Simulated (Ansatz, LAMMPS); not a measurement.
# Site preference of As in place of Si in annealed Voronoi polycrystal of C with 5 % Si on C sites (3 grains at the start) (194 atoms)

At which site of annealed Voronoi polycrystal of C with 5 % Si on C sites (3 grains at the start) (194 atoms) does As in place of Si cost least, and what about the site decides it?

Method: Kohn-Sham DFT, PBE, PAW (set soft_2), plane waves, in Ansatz 0.2.0.

### Step 1. Set-up

The cell holds 194 atoms: 184 C and 10 Si. Cell: a = 13.252 Å, b = 10.434 Å, c = 11.146 Å, α = 90.0°, β = 90.0°, γ = 90.0°. It derives from C and Si (diamond C). 3 grains of diamond C (a = 3.566 Å), 5 % of C replaced at random by Si at random centres and orientations, cut by Voronoi cells in a periodic box, atoms closer than 1.11 Å removed; annealed 10 ps at 2550 K with the Tersoff potential (Tersoff, Phys. Rev. B 39, 5566 (1989)), cooled to 300 K.

Limits known from the start: The starting topology of bonds comes from the classical model, and needn't be the one that DFT or experiment would give. The Brillouin zone is sampled at Γ only, in a cell whose shortest periodic width is 10 Å.

### Step 2. Single point at the start

The forces at the start show how far the geometry lies from a minimum of this functional.

The input, input.yaml:

```yaml
crystal:
  lattice:
    - [13.25235, 0.0, 0.0]
    - [0.0, 10.43381, 0.0]
    - [0.0, 0.0, 11.14608]
  atoms:
    - { symbol: C, position: [0.00849, 0.20558, 0.54373] }
    - { symbol: C, position: [0.91219, 0.57503, 0.07763] }
    - { symbol: C, position: [0.00858, 0.17162, 0.41611] }
    - { symbol: C, position: [0.06778, 0.29256, 0.10946] }
    - { symbol: C, position: [0.02269, 0.58258, 0.64826] }
    - { symbol: C, position: [0.04795, 0.71561, 0.66322] }
    - { symbol: C, position: [0.10272, 0.37892, 0.63916] }
    - { symbol: C, position: [0.01978, 0.33836, 0.5675] }
    - { symbol: C, position: [0.12009, 0.51088, 0.6386] }
    - { symbol: C, position: [0.96276, 0.56024, 0.53608] }
    - { symbol: Si, position: [0.02016, 0.51999, 0.96921] }
    - { symbol: C, position: [0.52832, 0.57974, 0.45617] }
    - { symbol: C, position: [0.56502, 0.36704, 0.54302] }
    - { symbol: C, position: [0.7298, 0.54908, 0.21129] }
    - { symbol: C, position: [0.53383, 0.24568, 0.34736] }
    - { symbol: C, position: [0.56253, 0.08709, 0.07845] }
    - { symbol: C, position: [0.66509, 0.11103, 0.12852] }
    - { symbol: C, position: [0.5932, 0.32887, 0.25577] }
    - { symbol: C, position: [0.70198, 0.31276, 0.25794] }
    - { symbol: C, position: [0.69866, 0.077, 0.3542] }
    - { symbol: C, position: [0.62167, 0.48065, 0.03815] }
    - { symbol: C, position: [0.72251, 0.5253, 0.08554] }
    - { symbol: C, position: [0.80781, 0.57412, 0.0131] }
    - { symbol: Si, position: [0.7476, 0.27019, 0.10034] }
    - { symbol: C, position: [0.88293, 0.33907, 0.13575] }
    - { symbol: C, position: [0.71057, 0.03071, 0.23029] }
    - { symbol: C, position: [0.94748, 0.127, 0.11874] }
    - { symbol: C, position: [0.66865, 0.42678, 0.72112] }
    - { symbol: C, position: [0.6015, 0.47335, 0.47588] }
    - { symbol: C, position: [0.71405, 0.47342, 0.43157] }
    - { symbol: C, position: [0.66927, 0.55948, 0.67368] }
    - { symbol: C, position: [0.75238, 0.61433, 0.61046] }
    [... 156 atom lines left out ...]
    - { symbol: C, position: [0.44008, 0.92031, 0.585] }
    - { symbol: C, position: [0.44777, 0.94007, 0.71504] }
    - { symbol: C, position: [0.19931, 0.0048, 0.63859] }
    - { symbol: C, position: [0.44472, 0.02817, 0.50783] }
    - { symbol: C, position: [0.37657, 0.73205, 0.67248] }
    - { symbol: C, position: [0.12559, 0.91922, 0.56864] }
kpoints:
  mp_grid: { grid: [1, 1, 1] }
hamiltonian:
  xc: pbe
scf:
  occupations: { method: fermi_dirac, width: 0.05 }
output:
  forces: true
```

On the command line:

```sh
$ ansatz run input.yaml --threads 4 --pin off --max-ram 8192MiB --backend cpu --events-out ev --progress --plain --runs-dir out
```

The program printed:

```text
[...]
Pseudopotentials: kind: paw
Pseudopotential: C, paw, valence charge 4, recommended cutoff 420 eV (normal), C.paw.azcp
Pseudopotential: Si, paw, valence charge 4, recommended cutoff 420 eV (normal), Si.paw.azcp
[...]
Crystal: 194 atoms, lattice volume = 1541.196 Å³
Basis set: ecut = 420 eV, 30163 PW (Γ), exchange–correlation on 180×144×150 points (8 copies of the dense FFT grid, shifted against one another)
Bands: 582, of which v1, the nominal top of the filled ones, is band 388 counted from 1 (387 counted from 0)
Symmetry: 1 space group operations
Space group: P1 (ITA 1), of the structure as read, at distance tolerance 1.2e-4 Å
k-points: 1
[...]
Initial density: superposition of atomic densities (neutral atoms: chi_scale 0, normalization atom), corrected by the library's trained network
Initial wavefunctions: pseudopotential atomic-orbital guess
[...]
SCF iter   1: F=—  HF=-52333.756981 eV  |F-HF|=—  |Δ(HF+E_count)|=         —  Δρ=1.53e-2  dr2=9.88e0  ethr=1.77e-3  ⟨swp⟩=6.0  Hψ=2606  notcnv=0  defer=92
preconditioner: auto → Kerker (q_TF=auto, 2.433 Å⁻¹)  [metal: Δε(μ)=0.027 eV  Ē_g=13.704 eV  σ=0.050 eV  W_gap=0.13  n_scr=362 (ndim 8)  ℏωp=26.3 eV  f_vac=0.008  D(μ)=56.80/eV (n_scr^D=450)]
[...]
SCF iter  11: F=—  HF=-52332.835650 eV  |F-HF|=—  |Δ(HF+E_count)|=   6.88e-8  Δρ=1.30e-6  dr2=1.22e-7  ethr=8.09e-11  ⟨swp⟩=2.0  Hψ=600  notcnv=0  defer=156
SCF iter  12: F=-52332.835650 eV  HF=-52332.835650 eV  |F-HF|=1.22e-8  |Δ(HF+E_count)|=   9.59e-9  Δρ=5.64e-7  dr2=2.36e-8  ethr=1.29e-11  ⟨swp⟩=3.0  Hψ=1361  notcnv=0
SCF 1 converged in 12 iterations: F = -52332.835650 eV  dr2 = 2.36e-8
[...]
SCF converged after 12 iterations
Free energy (F): -52332.835650 eV
Harris-Foulkes:  -52332.835650 eV  (|F-HF|=1.22e-8)
Internal energy: -52332.355929 eV  (E = F + TS)
E sigma→0 (E₀):  -52332.595790 eV
Entropy (-TS):   -0.479721 eV (-2.473 meV/atom)
Fermi energy:    9.132307 eV
--- Per-component energies (eV) ---
[...]
Σ components = -52332.835650   (vs F -52332.835650, Δ=0.00e0)
--- Forces (eV/Å), atoms counted from 1 ---
  atom   1  C     -2.37837402    -2.29134409    -0.98001488
  atom   2  C     -1.86449423    -0.19212331     2.53105309
  atom   3  C     -0.17177599     2.43076966    -1.11641127
  atom   4  C     -0.95993605    -1.71002057    -2.26452590
[...]
atom 194  C      2.90736857     0.85694052     1.65602532
  max |Σ_I F_I| component: 7.27e-5 eV/Å
```

Elapsed: 17 s, on 4 threads of Intel Xeon 6975P-C (Granite Rapids), shared host; peak memory 2.5 GiB.

In the SCF lines HF is the Harris–Foulkes energy and dr2 the Hartree energy of the density residual, in eV; the loop may stop once dr2 is under the threshold and the program's other checks hold. Hψ counts applications of the Hamiltonian.

The r.m.s. force at the start is 1.5 eV/Å.

### Step 3. Relaxation

The atoms are relaxed in the fixed cell, aiming at the force tolerance of the input.

The input, input.yaml:

```yaml
crystal:
  lattice:
    - [13.25235, 0.0, 0.0]
    - [0.0, 10.43381, 0.0]
    - [0.0, 0.0, 11.14608]
  atoms:
    [... the 194 atom lines of step 2 ...]
kpoints:
  mp_grid: { grid: [1, 1, 1] }
hamiltonian:
  xc: pbe
scf:
  occupations: { method: fermi_dirac, width: 0.05 }
output:
  forces: true
relax:
  f_tol: 0.05
  max_steps: 120
```

The program printed:

```text
[...]
Crystal: 194 atoms, lattice volume = 1541.196 Å³
Basis set: ecut = 420 eV, 30163 PW (Γ), exchange–correlation on 180×144×150 points (8 copies of the dense FFT grid, shifted against one another)
Bands: 582, of which v1, the nominal top of the filled ones, is band 388 counted from 1 (387 counted from 0)
Symmetry: 1 space group operations
[...]
k-points: 1
[...]
SCF iter   1: F=—  HF=-52333.756980 eV  |F-HF|=—  |Δ(HF+E_count)|=         —  Δρ=1.53e-2  dr2=9.88e0  ethr=1.77e-3  ⟨swp⟩=6.0  Hψ=2606  notcnv=0  defer=92
[...]
SCF iter   8: F=-52332.835642 eV  HF=-52332.835648 eV  |F-HF|=5.62e-6  |Δ(HF+E_count)|=   7.12e-6  Δρ=1.85e-5  dr2=1.62e-5  ethr=8.05e-9  ⟨swp⟩=3.0  Hψ=1353  notcnv=0
SCF 1 converged in 8 iterations: F = -52332.835642 eV  dr2 = 1.62e-5
[...]
relax step   1: F+E_penalty+E_count = -52332.83564211 eV  Δ(F+E_penalty+E_count) = +0.000e0 eV  max|allowed force component| = 4.647e0 eV/Å  Δτ_max = 0.0000 Å  (8 SCF iters, dr2 threshold 6.25e-5 eV, accepted)
[...]
relax step   2: F+E_penalty+E_count = -52351.38482669 eV  Δ(F+E_penalty+E_count) = -1.855e1 eV  max|allowed force component| = 2.915e0 eV/Å  Δτ_max = 0.1941 Å  (7 SCF iters, dr2 threshold 1.00e-4 eV, accepted)
[...]
relax step   3: F+E_penalty+E_count = -52361.39313127 eV  Δ(F+E_penalty+E_count) = -1.001e1 eV  max|allowed force component| = 1.811e0 eV/Å  Δτ_max = 0.1949 Å  (7 SCF iters, dr2 threshold 1.00e-4 eV, accepted)
relax step   4: F+E_penalty+E_count = -52364.87505268 eV  Δ(F+E_penalty+E_count) = -3.482e0 eV  max|allowed force component| = 1.496e0 eV/Å  Δτ_max = 0.1944 Å  (6 SCF iters, dr2 threshold 1.00e-4 eV, accepted)
relax step   5: F+E_penalty+E_count = -52366.77975886 eV  Δ(F+E_penalty+E_count) = -1.905e0 eV  max|allowed force component| = 1.623e0 eV/Å  Δτ_max = 0.1830 Å  (7 SCF iters, dr2 threshold 1.00e-4 eV, accepted)
relax step   6: F+E_penalty+E_count = -52369.15386988 eV  Δ(F+E_penalty+E_count) = -2.374e0 eV  max|allowed force component| = 2.243e0 eV/Å  Δτ_max = 0.1919 Å  (7 SCF iters, dr2 threshold 1.00e-4 eV, accepted)
relax step   7: F+E_penalty+E_count = -52371.53783457 eV  Δ(F+E_penalty+E_count) = -2.384e0 eV  max|allowed force component| = 4.233e0 eV/Å  Δτ_max = 0.1948 Å  (8 SCF iters, dr2 threshold 1.00e-4 eV, accepted)
relax step   8: F+E_penalty+E_count = -52373.01061396 eV  Δ(F+E_penalty+E_count) = -1.473e0 eV  max|allowed force component| = 2.343e0 eV/Å  Δτ_max = 0.1686 Å  (7 SCF iters, dr2 threshold 1.00e-4 eV, accepted)
relax step   9: F+E_penalty+E_count = -52374.72763236 eV  Δ(F+E_penalty+E_count) = -1.717e0 eV  max|allowed force component| = 1.287e0 eV/Å  Δτ_max = 0.2000 Å  (8 SCF iters, dr2 threshold 1.00e-4 eV, accepted)
relax step  10: F+E_penalty+E_count = -52375.33382882 eV  Δ(F+E_penalty+E_count) = -6.062e-1 eV  max|allowed force component| = 1.139e0 eV/Å  Δτ_max = 0.1627 Å  (7 SCF iters, dr2 threshold 1.00e-4 eV, accepted)
relax step  11: F+E_penalty+E_count = -52375.90603765 eV  Δ(F+E_penalty+E_count) = -5.722e-1 eV  max|allowed force component| = 9.227e-1 eV/Å  Δτ_max = 0.0594 Å  (6 SCF iters, dr2 threshold 1.00e-4 eV, accepted)
relax step  12: F+E_penalty+E_count = -52376.19424448 eV  Δ(F+E_penalty+E_count) = -2.882e-1 eV  max|allowed force component| = 8.354e-1 eV/Å  Δτ_max = 0.0709 Å  (6 SCF iters, dr2 threshold 1.00e-4 eV, accepted)
relax step  13: F+E_penalty+E_count = -52376.38671119 eV  Δ(F+E_penalty+E_count) = -1.925e-1 eV  max|allowed force component| = 1.483e0 eV/Å  Δτ_max = 0.1311 Å  (7 SCF iters, dr2 threshold 1.00e-4 eV, accepted)
relax step  14: F+E_penalty+E_count = -52376.64449935 eV  Δ(F+E_penalty+E_count) = -2.578e-1 eV  max|allowed force component| = 8.767e-1 eV/Å  Δτ_max = 0.0447 Å  (6 SCF iters, dr2 threshold 1.00e-4 eV, accepted)
relax step  15: F+E_penalty+E_count = -52377.28047250 eV  Δ(F+E_penalty+E_count) = -6.360e-1 eV  max|allowed force component| = 1.403e0 eV/Å  Δτ_max = 0.1950 Å  (7 SCF iters, dr2 threshold 1.00e-4 eV, accepted)
relax step  16: F+E_penalty+E_count = -52377.09653272 eV  Δ(F+E_penalty+E_count) = +1.839e-1 eV  max|allowed force component| = 3.354e0 eV/Å  Δτ_max = 0.1948 Å  (7 SCF iters, dr2 threshold 1.00e-4 eV, rejected (line search))
relax step  17: F+E_penalty+E_count = -52377.72316654 eV  Δ(F+E_penalty+E_count) = -4.427e-1 eV  max|allowed force component| = 1.234e0 eV/Å  Δτ_max = 0.0949 Å  (11 SCF iters, accepted)
relax step  18: F+E_penalty+E_count = -52377.90945272 eV  Δ(F+E_penalty+E_count) = -1.863e-1 eV  max|allowed force component| = 1.029e0 eV/Å  Δτ_max = 0.0974 Å  (7 SCF iters, dr2 threshold 1.00e-4 eV, accepted)
relax step  19: F+E_penalty+E_count = -52378.03669665 eV  Δ(F+E_penalty+E_count) = -1.272e-1 eV  max|allowed force component| = 1.092e0 eV/Å  Δτ_max = 0.0538 Å  (7 SCF iters, dr2 threshold 1.00e-4 eV, accepted)
relax step  20: F+E_penalty+E_count = -52378.32140644 eV  Δ(F+E_penalty+E_count) = -2.847e-1 eV  max|allowed force component| = 1.738e0 eV/Å  Δτ_max = 0.0934 Å  (7 SCF iters, dr2 threshold 1.00e-4 eV, accepted)
relax step  21: F+E_penalty+E_count = -52378.68343943 eV  Δ(F+E_penalty+E_count) = -3.620e-1 eV  max|allowed force component| = 1.716e0 eV/Å  Δτ_max = 0.1947 Å  (8 SCF iters, dr2 threshold 1.00e-4 eV, accepted)
relax step  22: F+E_penalty+E_count = -52378.89741369 eV  Δ(F+E_penalty+E_count) = -2.140e-1 eV  max|allowed force component| = 9.217e-1 eV/Å  Δτ_max = 0.0598 Å  (6 SCF iters, dr2 threshold 1.00e-4 eV, accepted)
relax step  23: F+E_penalty+E_count = -52379.27221230 eV  Δ(F+E_penalty+E_count) = -3.748e-1 eV  max|allowed force component| = 1.170e0 eV/Å  Δτ_max = 0.1334 Å  (8 SCF iters, dr2 threshold 1.00e-4 eV, accepted)
relax step  24: F+E_penalty+E_count = -52379.73725088 eV  Δ(F+E_penalty+E_count) = -4.650e-1 eV  max|allowed force component| = 1.076e0 eV/Å  Δτ_max = 0.1684 Å  (7 SCF iters, dr2 threshold 1.00e-4 eV, accepted)
relax step  25: F+E_penalty+E_count = -52380.27577254 eV  Δ(F+E_penalty+E_count) = -5.385e-1 eV  max|allowed force component| = 1.470e0 eV/Å  Δτ_max = 0.2000 Å  (7 SCF iters, dr2 threshold 1.00e-4 eV, accepted)
relax step  26: F+E_penalty+E_count = -52380.56257945 eV  Δ(F+E_penalty+E_count) = -2.868e-1 eV  max|allowed force component| = 1.102e0 eV/Å  Δτ_max = 0.1460 Å  (8 SCF iters, dr2 threshold 1.00e-4 eV, accepted)
[...]
relax step  45: F+E_penalty+E_count = -52383.42371594 eV  Δ(F+E_penalty+E_count) = -1.088e-2 eV  max|allowed force component| = 1.262e-1 eV/Å  Δτ_max = 0.0133 Å  (8 SCF iters, accepted)
relax step  46: F+E_penalty+E_count = -52383.43126046 eV  Δ(F+E_penalty+E_count) = -7.545e-3 eV  max|allowed force component| = 1.596e-1 eV/Å  Δτ_max = 0.0164 Å  (8 SCF iters, accepted)
[...]
relax step  48: F+E_penalty+E_count = -52383.48386547 eV  Δ(F+E_penalty+E_count) = -3.821e-2 eV  max|allowed force component| = 8.124e-1 eV/Å  Δτ_max = 0.1952 Å  (7 SCF iters, dr2 threshold 6.48e-5 eV, accepted)
relax step  49: F+E_penalty+E_count = -52383.52734291 eV  Δ(F+E_penalty+E_count) = -4.348e-2 eV  max|allowed force component| = 7.476e-1 eV/Å  Δτ_max = 0.0535 Å  (5 SCF iters, dr2 threshold 1.00e-4 eV, accepted)
relax step  50: F+E_penalty+E_count = -52383.67267957 eV  Δ(F+E_penalty+E_count) = -1.453e-1 eV  max|allowed force component| = 7.685e-1 eV/Å  Δτ_max = 0.1580 Å  (6 SCF iters, dr2 threshold 1.00e-4 eV, accepted)
relax step  51: F+E_penalty+E_count = -52383.78507994 eV  Δ(F+E_penalty+E_count) = -1.124e-1 eV  max|allowed force component| = 4.060e-1 eV/Å  Δτ_max = 0.0757 Å  (6 SCF iters, dr2 threshold 1.00e-4 eV, accepted)
relax step  52: F+E_penalty+E_count = -52383.81448828 eV  Δ(F+E_penalty+E_count) = -2.941e-2 eV  max|allowed force component| = 6.093e-1 eV/Å  Δτ_max = 0.0718 Å  (7 SCF iters, dr2 threshold 4.60e-5 eV, accepted)
relax step  53: F+E_penalty+E_count = -52383.86676993 eV  Δ(F+E_penalty+E_count) = -5.228e-2 eV  max|allowed force component| = 2.370e-1 eV/Å  Δτ_max = 0.0671 Å  (6 SCF iters, dr2 threshold 1.00e-4 eV, accepted)
relax step  54: F+E_penalty+E_count = -52383.88227453 eV  Δ(F+E_penalty+E_count) = -1.550e-2 eV  max|allowed force component| = 1.726e-1 eV/Å  Δτ_max = 0.0181 Å  (7 SCF iters, dr2 threshold 8.50e-6 eV, accepted)
relax step  55: F+E_penalty+E_count = -52383.89312980 eV  Δ(F+E_penalty+E_count) = -1.086e-2 eV  max|allowed force component| = 8.105e-2 eV/Å  Δτ_max = 0.0171 Å  (7 SCF iters, dr2 threshold 4.51e-6 eV, accepted)
[...]
relax step  56: F+E_penalty+E_count = -52383.89515293 eV  Δ(F+E_penalty+E_count) = -2.023e-3 eV  max|allowed force component| = 4.156e-2 eV/Å  Δτ_max = 0.0100 Å  (9 SCF iters, accepted)
SCF converged after 9 iterations
Free energy (F): -52383.895153 eV
[...]
Internal energy: -52383.707528 eV  (E = F + TS)
E sigma→0 (E₀):  -52383.801340 eV
Entropy (-TS):   -0.187625 eV (-0.967 meV/atom)
Fermi energy:    9.145133 eV
[...]
--- Forces (eV/Å), atoms counted from 1 ---
  atom   1  C      0.00540016     0.01409050    -0.00479727
  atom   2  C      0.00228019    -0.00642888     0.00165010
  atom   3  C      0.00188034     0.00878126     0.00137513
  atom   4  C     -0.00974301     0.00525839    -0.00603516
  atom   5  C      0.00284839    -0.01431341    -0.00227000
  atom   6  C      0.00737542     0.00050535    -0.00183479
  atom   7  C     -0.00671617     0.00633773     0.00178413
  atom   8  C     -0.00651105     0.00330474     0.00772510
  atom   9  C     -0.00687430    -0.00747223    -0.02741873
  atom  10  C     -0.00106289    -0.00494111     0.00250392
  atom  11  Si     0.00832008    -0.00252657     0.00369381
  atom  12  C     -0.00425053    -0.00497762    -0.00377591
  atom  13  C     -0.00791775    -0.00287867     0.00028793
  atom  14  C      0.00139526     0.00743208    -0.00378238
[...]
atom 193  C      0.00169257    -0.00614376     0.00368679
  atom 194  C     -0.00197937    -0.00058830    -0.00225625
  max |Σ_I F_I| component: 8.48e-5 eV/Å
--- Relaxed structure (56 steps of the walk, 55 accepted, 0 SCFs on fresh bases) ---
  F+E_penalty+E_count = -52383.89515293 eV   max|allowed force component| = 4.156e-2 eV/Å
  atoms:
    - { symbol: C, position: [-0.00993041, 0.198115, 0.523751] }
    - { symbol: C, position: [0.912793, 0.568303, 0.063550] }
    - { symbol: C, position: [-0.00578905, 0.166807, 0.396653] }
    - { symbol: C, position: [0.055417, 0.250297, 0.084421] }
[...]
- { symbol: C, position: [0.118280, 0.909069, 0.575285] }
```

Elapsed: 11 min, on 4 threads; peak memory 2.5 GiB.

The relaxation converged after 56 steps, 51.1 eV below its start, with a largest force component of 0.042 eV/Å.

(Part 1 of 2 ends here.)

[Long decimals in the printed logs are rounded to 6 places.]

[Logs are printed without paths, hosts, clocks, repeated set-up lines and the standing remarks that a program may print on its own settings, such as how far it seeks lower states.]

[Hosts, paths, dates, database ids (printed as entryN), source tags and the programs' standing remarks are cut or masked in the printed files.]
